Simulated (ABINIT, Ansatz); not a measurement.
# BiSb (Pm-3m): from the cell to the phonon bands, part 2 of 3

Aim: the phonon dispersion of BiSb (Pm-3m), checked by a second program.

ABINIT 10.8.3; DFT LDA, scalar-relativistic, plane waves, HGH norm-conserving pseudopotentials.

So far. Step 2 (Relaxing the cell and atoms): The volume changes by +0.3 % from the cell with which this run began. Step 4 (Linear response at Γ): The acoustic modes at Γ come out as far as 1.1 cm⁻¹ from zero, where they should vanish, a small numerical error. The lowest optical mode is imaginary, 29i cm⁻¹, an instability at this level and on this k mesh. The relaxed cell has a = 3.810 Å (conventional setting).

The structure was built from a prototype and need not be the compound's stable phase.

## 5. Phonons on a q mesh

Linear response treats each wavevector of the 2×2×2 mesh in the unit cell; the first-order potentials are kept for the electron-phonon matrix elements.

Contents of dfpt_q.abi:

```
ndtset 3

# wavevectors
qpt1 0.5 0.0 0.0
qpt2 0.5 0.5 0.0
qpt3 0.5 0.5 0.5

# displacements
getwfk_filepath "gso_WFK"
getwfq_filepath "gso_WFK"
kptopt 3
nqpt 1
rfphon 1
rfatpol 1 2
rfdir 1 1 1
tolvrs 1.0d-10
prtwf 0
prtpot 1

# basis, mesh and filling
ecut 20.0
ixc 7
ngkpt 8 8 8
nshiftk 1
shiftk 0.0 0.0 0.0
istwfk *1
occopt 7
tsmear 0.01
nband 11
nstep 100
diemac 1000000.0
prtebands 0
prtgsr 0
useylm 1

# cell and atoms
acell 3*1.0 Angstrom
rprim 
    3.809622963 0.0 0.0
    0.0 3.809622963 0.0
    0.0 0.0 3.809622963
ntypat 2
znucl 51 83
natom 2
typat 1 2
xred 
    0.0 0.0 0.0
    0.5 0.5 0.5
pp_dirpath "./pseudo"
pseudos "Sb.hgh, Bi.hgh"
```

The run is started by

```
$ OMP_NUM_THREADS=1 mpirun -n 4 abinit dfpt_q.abi > dfpt_q.log
```

Numbers of over 12 decimals in the logs are rounded to 6 here.

dfpt_q.abo, the main output file:

```text
[banners, grids, parts of the stress and lines that vanish by symmetry left out]
- input  file    -> dfpt_q.abi
- output file    -> dfpt_q.abo
- root for input  files -> dfpt_qi
[...]
DATASET    1 : space group Pm -3 m (#221); Bravais cP (primitive cubic)
[...]
nfft =       27000          nkpt =         512
[...]
DATASET    2 : space group Pm -3 m (#221); Bravais cP (primitive cubic)
[...]
nfft =       27000          nkpt =         512
[...]
DATASET    3 : space group Pm -3 m (#221); Bravais cP (primitive cubic)
[...]
nfft =       27000          nkpt =         512
[...]
== DATASET  1 ==================================================================
[...]
cutoff_energies: {ecut:  20.0, pawecutdg:  -1.0, }
[...]
Exchange-correlation functional for the present dataset will be:
  LDA: Perdew-Wang 92 LSD fit to Ceperley-Alder data - ixc=7
[...]
Perturbation : displacement of atom   1   along direction   1
[...]
-ETOT  1   1726.7577761343      1.571E+03 7.781E+01 9.127E+06
 ETOT  2   73.898403485415     -1.653E+03 6.648E+00 3.435E+05
 ETOT  3   2.490353     -7.141E+01 2.102E-01 4.319E+03
 ETOT  4   1.691721     -7.986E-01 2.523E-01 1.355E+01
 ETOT  5   1.688982     -2.739E-03 7.374E-03 2.873E-03
[...]
At SCF step   10       vres2   =  7.48E-12 < tolvrs=  1.00E-10 =>converged.
[...]
Perturbation : displacement of atom   1   along direction   2
[...]
-ETOT  1   11.341545124263     -9.396E+01 2.510E+01 1.740E+04
[...]
At SCF step    9       vres2   =  1.14E-11 < tolvrs=  1.00E-10 =>converged.
[...]
Perturbation : displacement of atom   2   along direction   1
[...]
-ETOT  1   1933.0868178252      1.793E+03 5.235E+01 1.007E+07
[...]
At SCF step   10       vres2   =  1.05E-11 < tolvrs=  1.00E-10 =>converged.
[...]
Perturbation : displacement of atom   2   along direction   2
[...]
-ETOT  1   8.274582     -8.109E+01 3.538E+00 1.333E+04
[...]
At SCF step    9       vres2   =  1.35E-12 < tolvrs=  1.00E-10 =>converged.
[...]
Phonon wavevector (reduced coordinates) :  0.50000  0.00000  0.00000
 Phonon energies in Hartree :
[...]
Phonon frequencies in cm-1    :
-  2.892676E+01  2.892676E+01  4.171113E+01  4.171113E+01  6.620950E+01
-  8.410000E+01
[...]
== DATASET  2 ==================================================================
[...]
cutoff_energies: {ecut:  20.0, pawecutdg:  -1.0, }
[...]
Exchange-correlation functional for the present dataset will be:
  LDA: Perdew-Wang 92 LSD fit to Ceperley-Alder data - ixc=7
[...]
Perturbation : displacement of atom   1   along direction   1
[...]
-ETOT  1   181.30149210363      4.988E+01 2.718E+01 5.520E+05
[...]
Perturbation : displacement of atom   1   along direction   3
[...]
-ETOT  1   6.372231     -9.716E+01 2.953E+00 1.026E+04
[...]
Perturbation : displacement of atom   2   along direction   1
[...]
-ETOT  1   163.75770036657      4.828E+01 1.049E+01 5.031E+05
[...]
Perturbation : displacement of atom   2   along direction   3
[...]
-ETOT  1   4.109800     -8.348E+01 2.923E+00 7.639E+03
[...]
Phonon wavevector (reduced coordinates) :  0.50000  0.50000  0.00000
 Phonon energies in Hartree :
[...]
Phonon frequencies in cm-1    :
- -5.074571E+01 -4.116849E+01  2.388596E+01  2.388596E+01  5.423637E+01
-  5.423637E+01
[...]
== DATASET  3 ==================================================================
[...]
cutoff_energies: {ecut:  20.0, pawecutdg:  -1.0, }
[...]
Exchange-correlation functional for the present dataset will be:
  LDA: Perdew-Wang 92 LSD fit to Ceperley-Alder data - ixc=7
[...]
Perturbation : displacement of atom   1   along direction   1
[...]
-ETOT  1   65.461694698425     -5.666E+01 5.001E+00 1.441E+05
[...]
At SCF step    8       vres2   =  4.89E-11 < tolvrs=  1.00E-10 =>converged.
[...]
Perturbation : displacement of atom   2   along direction   1
[...]
-ETOT  1   53.745884894357     -5.243E+01 7.729E+00 1.201E+05
[...]
ETOT  7   1.618765     -1.922E-10 6.460E+00 1.087E-09
 ETOT  8   1.618765     -1.492E-12 8.188E-01 9.068E-11
 At SCF step    8       vres2   =  9.07E-11 < tolvrs=  1.00E-10 =>converged.
[...]
Phonon wavevector (reduced coordinates) :  0.50000  0.50000  0.50000
 Phonon energies in Hartree :
[...]
Phonon frequencies in cm-1    :
-  6.284382E+01  6.284382E+01  6.284382E+01  7.729976E+01  7.729976E+01
-  7.729976E+01
[...]
strten2     0.0000000000E+00  0.0000000000E+00  0.0000000000E+00
           strten3     0.0000000000E+00  0.0000000000E+00  0.0000000000E+00
================================================================================
```

It took 3.6 min on 4 MPI ranks of Arm Neoverse V2, shared host; 14 min of CPU time.

Read from the output:

- lowest mode on the q mesh (acoustic ones at the zone centre apart): -50.75 cm⁻¹

Frequencies (cm⁻¹) before the sum rule at the irreducible wavevectors but Γ, which is solved apart; negative means imaginary. Frequencies by wavevector:

```
q (fractions)  star  mode 1  mode 2  mode 3  mode 4  mode 5  mode 6
      0.5 0 0     3   28.93   28.93   41.71   41.71   66.21    84.1
    0.5 0.5 0     3  -50.75  -41.17   23.89   23.89   54.24   54.24
  0.5 0.5 0.5     1   62.84   62.84   62.84    77.3    77.3    77.3
```

## 6. Dispersion

anaddb transforms the dynamical matrices to force constants and back along the path; points of the mesh come back as solved, but for the sum rule and, in polar crystals, the LO-TO term at Γ; the rest is interpolation.

Contents of anaddb.abi:

```
ddb_filepath "all_DDB"
output_file "anaddb.abo"
outdata_prefix "anaddb"
ifcflag 1
ngqpt 2 2 2
nqshft 1
q1shft 0.0 0.0 0.0
asr 1
chneut 0
dipdip 0
dipquad 0
quadquad 0
enunit 0
eivec 0
nph1l 62
qph1l 
    0.0 0.0 0.0 1.0
    0.0 0.05 0.0 1.0
    0.0 0.1 0.0 1.0
    0.0 0.15 0.0 1.0
    0.0 0.2 0.0 1.0
    0.0 0.25 0.0 1.0
    0.0 0.3 0.0 1.0
    0.0 0.35 0.0 1.0
    0.0 0.4 0.0 1.0
    0.0 0.45 0.0 1.0
    0.0 0.5 0.0 1.0
    0.05 0.5 0.0 1.0
    0.1 0.5 0.0 1.0
    0.15 0.5 0.0 1.0
    0.2 0.5 0.0 1.0
    0.25 0.5 0.0 1.0
    0.3 0.5 0.0 1.0
    0.35 0.5 0.0 1.0
    0.4 0.5 0.0 1.0
    0.45 0.5 0.0 1.0
    0.5 0.5 0.0 1.0
    0.45 0.45 0.0 1.0
    0.4 0.4 0.0 1.0
    0.35 0.35 0.0 1.0
    0.3 0.3 0.0 1.0
    0.25 0.25 0.0 1.0
    0.2 0.2 0.0 1.0
    0.15 0.15 0.0 1.0
    0.1 0.1 0.0 1.0
    0.05 0.05 0.0 1.0
    0.0 0.0 0.0 1.0
    0.05 0.05 0.05 1.0
    0.1 0.1 0.1 1.0
    0.15 0.15 0.15 1.0
    0.2 0.2 0.2 1.0
    0.25 0.25 0.25 1.0
    0.3 0.3 0.3 1.0
    0.35 0.35 0.35 1.0
    0.4 0.4 0.4 1.0
    0.45 0.45 0.45 1.0
    0.5 0.5 0.5 1.0
    0.45 0.5 0.45 1.0
    0.4 0.5 0.4 1.0
    0.35 0.5 0.35 1.0
    0.3 0.5 0.3 1.0
    0.25 0.5 0.25 1.0
    0.2 0.5 0.2 1.0
    0.15 0.5 0.15 1.0
    0.1 0.5 0.1 1.0
    0.05 0.5 0.05 1.0
    0.0 0.5 0.0 1.0
    0.5 0.5 0.5 1.0
    0.5 0.5 0.45 1.0
    0.5 0.5 0.4 1.0
    0.5 0.5 0.35 1.0
    0.5 0.5 0.3 1.0
    0.5 0.5 0.25 1.0
    0.5 0.5 0.2 1.0
    0.5 0.5 0.15 1.0
    0.5 0.5 0.1 1.0
    0.5 0.5 0.05 1.0
    0.5 0.5 0.0 1.0
```

Contents of mrgddb.in:

```
all_DDB
merged
4
dfpt_gammao_DDB
dfpt_qo_DS1_DDB
dfpt_qo_DS2_DDB
dfpt_qo_DS3_DDB
```

The run is started by

```
$ mrgddb < mrgddb.in > mrgddb.log
$ OMP_NUM_THREADS=1 anaddb anaddb.abi > anaddb.log
```

anaddb.abo, the main output file:

```text
[banners, grids, parts of the stress and lines that vanish by symmetry left out]
-outvars_anaddb: echo values of input variables ----------------------

 Flags :
[...]
Phonon wavevector (reduced coordinates) :  0.00000  0.00000  0.00000
 Phonon energies in Hartree :
[...]
Phonon frequencies in cm-1    :
- -2.939579E+01 -2.939579E+01 -2.939579E+01  0.000000E+00  0.000000E+00
-  0.000000E+00
[...]
Phonon wavevector (reduced coordinates) :  0.00000  0.05000  0.00000
 Phonon energies in Hartree :
[...]
Phonon frequencies in cm-1    :
- -2.852441E+01 -2.852441E+01 -2.646431E+01  5.799768E+00  5.799768E+00
-  1.173296E+01
[...]
Phonon wavevector (reduced coordinates) :  0.00000  0.10000  0.00000
 Phonon energies in Hartree :
[...]
Phonon frequencies in cm-1    :
- -2.586230E+01 -2.586230E+01 -1.552851E+01  1.153011E+01  1.153011E+01
-  2.351973E+01
[...]
Phonon wavevector (reduced coordinates) :  0.00000  0.15000  0.00000
 Phonon energies in Hartree :
[...]
Phonon frequencies in cm-1    :
- -2.119456E+01 -2.119456E+01  1.713104E+01  1.713104E+01  2.053863E+01
-  3.539276E+01
[...]
Phonon wavevector (reduced coordinates) :  0.00000  0.20000  0.00000
 Phonon energies in Hartree :
[...]
Phonon frequencies in cm-1    :
- -1.360223E+01 -1.360223E+01  2.254632E+01  2.254632E+01  3.436133E+01
-  4.701655E+01
[...]
Phonon wavevector (reduced coordinates) :  0.00000  0.25000  0.00000
 Phonon energies in Hartree :
[...]
Phonon frequencies in cm-1    :
-  9.386759E+00  9.386759E+00  2.768101E+01  2.768101E+01  4.433865E+01
-  5.769228E+01
  Phonon wavevector (reduced coordinates) :  0.00000  0.30000  0.00000
 Phonon energies in Hartree :
[...]
Phonon frequencies in cm-1    :
-  1.841989E+01  1.841989E+01  3.234333E+01  3.234333E+01  5.219627E+01
-  6.687993E+01
  Phonon wavevector (reduced coordinates) :  0.00000  0.35000  0.00000
 Phonon energies in Hartree :
[...]
Phonon frequencies in cm-1    :
-  2.343109E+01  2.343109E+01  3.626872E+01  3.626872E+01  5.829097E+01
-  7.427188E+01
  Phonon wavevector (reduced coordinates) :  0.00000  0.40000  0.00000
 Phonon energies in Hartree :
[...]
Phonon frequencies in cm-1    :
-  2.657681E+01  2.657681E+01  3.922101E+01  3.922101E+01  6.267479E+01
-  7.967722E+01
  Phonon wavevector (reduced coordinates) :  0.00000  0.45000  0.00000
 Phonon energies in Hartree :
[...]
Phonon frequencies in cm-1    :
-  2.835406E+01  2.835406E+01  4.104572E+01  4.104572E+01  6.532473E+01
-  8.296993E+01
  Phonon wavevector (reduced coordinates) :  0.00000  0.50000  0.00000
 Phonon energies in Hartree :
[...]
Phonon frequencies in cm-1    :
-  2.893224E+01  2.893224E+01  4.166218E+01  4.166218E+01  6.621189E+01
-  8.407574E+01
  Phonon wavevector (reduced coordinates) :  0.05000  0.50000  0.00000
 Phonon energies in Hartree :
[...]
Phonon frequencies in cm-1    :
-  2.784101E+01  2.905714E+01  4.037503E+01  4.165100E+01  6.573462E+01
-  8.338989E+01
  Phonon wavevector (reduced coordinates) :  0.10000  0.50000  0.00000
 Phonon energies in Hartree :
[...]
Phonon frequencies in cm-1    :
-  2.439934E+01  2.939572E+01  3.638264E+01  4.156997E+01  6.436089E+01
-  8.137430E+01
  Phonon wavevector (reduced coordinates) :  0.15000  0.50000  0.00000
 Phonon energies in Hartree :
[...]
Phonon frequencies in cm-1    :
-  1.775648E+01  2.909287E+01  2.984262E+01  4.126624E+01  6.227858E+01
-  7.815930E+01
[...]
Phonon wavevector (reduced coordinates) :  0.40000  0.50000  0.40000
 Phonon energies in Hartree :
[...]
Phonon frequencies in cm-1    :
-  5.578602E+01  5.663796E+01  5.797372E+01  6.975731E+01  7.075959E+01
-  7.362788E+01
  Phonon wavevector (reduced coordinates) :  0.35000  0.50000  0.35000
 Phonon energies in Hartree :
[...]
Phonon frequencies in cm-1    :
-  4.799427E+01  4.965797E+01  5.222390E+01  6.140768E+01  6.446485E+01
-  7.026888E+01
  Phonon wavevector (reduced coordinates) :  0.30000  0.50000  0.30000
 Phonon energies in Hartree :
[...]
Phonon frequencies in cm-1    :
-  3.894708E+01  4.135660E+01  4.469446E+01  5.170649E+01  5.911481E+01
-  6.766476E+01
  Phonon wavevector (reduced coordinates) :  0.25000  0.50000  0.25000
 Phonon energies in Hartree :
[...]
Phonon frequencies in cm-1    :
-  3.044937E+01  3.326513E+01  3.712595E+01  4.272585E+01  5.654745E+01
-  6.727947E+01
  Phonon wavevector (reduced coordinates) :  0.20000  0.50000  0.20000
 Phonon energies in Hartree :
[...]
Phonon frequencies in cm-1    :
-  2.476932E+01  2.735920E+01  3.271067E+01  3.694239E+01  5.698744E+01
-  6.970794E+01
  Phonon wavevector (reduced coordinates) :  0.15000  0.50000  0.15000
 Phonon energies in Hartree :
[...]
Phonon frequencies in cm-1    :
-  2.353427E+01  2.522658E+01  3.322591E+01  3.579633E+01  5.953881E+01
-  7.418152E+01
[...]
Phonon wavevector (reduced coordinates) :  0.50000  0.50000  0.05000
 Phonon energies in Hartree :
[...]
Phonon frequencies in cm-1    :
- -4.868229E+01 -3.945129E+01  2.560047E+01  2.560047E+01  5.486254E+01
-  5.486254E+01
  Phonon wavevector (reduced coordinates) :  0.50000  0.50000  0.00000
 Phonon energies in Hartree :
[...]
Phonon frequencies in cm-1    :
- -5.078591E+01 -4.116464E+01  2.386291E+01  2.386291E+01  5.421181E+01
-  5.421181E+01
-
```

Wall time 0.52 s (1 thread).

Numbers from this step:

```
lowest frequency on the path : -50.79 cm⁻¹
```

Anaddb. The phonon branches at the labelled points (cm⁻¹):

```
    point  branch 1  branch 2  branch 3  branch 4  branch 5  branch 6
        Γ       -29       -29       -29         0         0         0
  halfway         9         9        28        28        44        58
        X        29        29        42        42        66        84
  halfway       -21       -20        30        39        58        69
        M       -51       -41        24        24        54        54
  halfway       -15        15        34        38        52        55
        Γ       -29       -29       -29         0         0         0
  halfway        27        36        36        48        48        53
        R        63        63        63        77        77        77
  halfway        30        33        37        43        56        67
        X        29        29        42        42        66        84
jump to R        63        63        63        77        77        77
  halfway        34        41        48        48        66        66
        M       -51       -41        24        24        54        54
```

The phonon branches as a text plot (rows in cm⁻¹):

```
     81 |      ***                                     ***
     76 |     *   **                         *****    *   **
     70 |                                   *    *****      *
     64 |    * **** *                      *  **  *    ***** *
     59 |   * *    * **  ****            *** *  *******    *  **
     53 |    *      ****** ***          *** *    ***       **   *
     48 |                     *        **  *      *          *
     42 |   *  *****           *     *** ***       **   **  **
     36 |  *  *     *     ******     ** ***        *****     **
     31 |    * ********  **   *     *  *            *** **     *
     25 | * * *  *    ***      **   *****            ***        *
     19 |  * *    *           **
     14 |**        *         *  ** * **
      8 |*  *                    *  *
      3 |                         *
     -3 |                       *
     -9 |          *
    -14 | *                ******   *
    -20 |  *
    -26 |**               ***   ** *                          *
    -31 |*          *     *       *                           *
    -37 |            **  *                                     **
    -42 |            * ***                                     *
    -48 |             ***                                       *
         Γ      X      M          Γ            R        X|R     M
```

The path dips to 51i cm⁻¹.

## 7. Density of states

Sums over the zone need many more wavevectors than were solved, so the interpolation is sampled on a dense mesh.

Contents of anaddb.abi:

```
ddb_filepath "all_DDB"
output_file "anaddb.abo"
outdata_prefix "anaddb"
ifcflag 1
ngqpt 2 2 2
nqshft 1
q1shft 0.0 0.0 0.0
asr 1
chneut 0
dipdip 0
dipquad 0
quadquad 0
prtdos 2
ng2qpt 12 12 12
dosdeltae 4.5563e-06
ntemper 11
temperinc 100.0
tempermin 0.0
```

The run is started by

```
$ OMP_NUM_THREADS=1 anaddb anaddb.abi > anaddb.log
```

anaddb.abo, the main output file:

```text
-outvars_anaddb: echo values of input variables ----------------------

 Flags :
     ifcflag         1
 Miscellaneous information :
         asr         1
      chneut         0
 Interatomic Force Constants Inputs :
      dipdip         0
     dipquad         0
    quadquad         0
      ifcana         0
      ifcout         0
 Description of grid 1 :
        brav         1
       ngqpt         2         2         2
      nqshft         1
      q1shft
                     0.00000000E+00  0.00000000E+00  0.00000000E+00
 Phonon DOS information :
   dosdeltae  4.55630000E-06
    dossmear  4.55633525E-06
 Description of grid 2 (Fourier interp. or BZ sampling):
      ng2qpt        12        12        12
      ngrids         4
      q2shft         0.00000000E+00  0.00000000E+00  0.00000000E+00

================================================================================

 read the DDB information and perform some checks

  ==== Info on the Cryst% object ====
 Real(R)+Recip(G) space primitive vectors, cartesian coordinates (Bohr,Bohr^-1):
 R(1)=  7.1991440  0.0000000  0.0000000  G(1)=  0.1389054  0.0000000  0.0000000
 R(2)=  0.0000000  7.1991440  0.0000000  G(2)=  0.0000000  0.1389054  0.0000000
 R(3)=  0.0000000  0.0000000  7.1991440  G(3)=  0.0000000  0.0000000  0.1389054
 Unit cell volume ucvol=  3.7311490E+02 bohr^3
 Angles (23,13,12)=  9.00000000E+01  9.00000000E+01  9.00000000E+01 degrees
 Time-reversal symmetry is present
 Reduced atomic positions [iatom, xred, symbol]:
    1)    0.0000000  0.0000000  0.0000000  Sb
    2)    0.5000000  0.5000000  0.5000000  Bi

 DDB file with 4 blocks has been read.

================================================================================

 Calculation of the interatomic forces

       Homogeneous q point set in the B.Z.
 Grid q points  :        8
  1)   0.00000000E+00  0.00000000E+00  0.00000000E+00
  2)   5.00000000E-01  0.00000000E+00  0.00000000E+00
  3)   0.00000000E+00  5.00000000E-01  0.00000000E+00
  4)   5.00000000E-01  5.00000000E-01  0.00000000E+00
  5)   0.00000000E+00  0.00000000E+00  5.00000000E-01
  6)   5.00000000E-01  0.00000000E+00  5.00000000E-01
  7)   0.00000000E+00  5.00000000E-01  5.00000000E-01
  8)   5.00000000E-01  5.00000000E-01  5.00000000E-01

 The interatomic forces have been obtained

================================================================================

 Calculation of phonon density of states

 Average speed of sound partial sums:     0.7880289247E-03 (at units)
-                                   =           1.7240 [km/s]

 Debye frequency from partial sums:     0.4266564211E-03 (Ha)
-                                 =     0.2807264394E+01 (THz)
-Debye temperature from partial sums:     0.1347274420E+03 (K)

 Average speed of sound:     0.2036320154E-04 (at units)
-                      =           0.0445 [km/s]

 Debye frequency from DOS:     0.1102509111E-04 (Ha)
-                        =     0.7254161470E-01 (THz)
-Debye temperature from DOS:     0.3481448419E+01 (K)

-
```

Elapsed: 0.55 s, on 1 thread.

Numbers from this step:

* share of modes beyond 3i cm⁻¹ on the dense interpolated mesh: 0.0927

The phonon density of states has structure finer than the step of the table below, so its rows give means over 5 cm⁻¹, whole bins alone (the curve runs from -80.8 to 114 cm⁻¹). Peaks (cm⁻¹: height): 31.2: 0.142, 39.2: 0.227, 56.2: 0.210.

Tetrahedra. Table of phonon density of states by wavenumber; means over each step:

```
wavenumber (cm⁻¹)  phonon density of states (1/cm⁻¹/cell)
              -55                                       0
              -50                                  3.6e-4
              -45                                 0.00295
              -40                                 0.00529
              -35                                  0.0101
              -30                                  0.0119
              -25                                  0.0144
              -20                                  0.0171
              -15                                  0.0170
              -10                                  0.0171
               -5                                  0.0180
                0                                  0.0193
                5                                  0.0211
               10                                  0.0255
               15                                  0.0345
               20                                  0.0551
               25                                  0.0830
               30                                   0.119
               35                                   0.126
               40                                   0.137
               45                                  0.0540
               50                                  0.0499
               55                                   0.121
               60                                   0.108
               65                                  0.0710
               70                                  0.0375
               75                                  0.0171
               80                                 0.00615
               85                                  2.5e-4
               90                                       0
```

[end of part 2 of 3]

[Host names and launcher messages were left out of these logs when they were recorded.]

[Logs are printed without paths, hosts, clocks, repeated set-up lines and the standing remarks that a program may print on its own settings, such as how far it seeks lower states.]

[Hosts, paths, dates, database ids (printed as entryN), source tags and the programs' standing remarks are cut or masked in the printed files.]
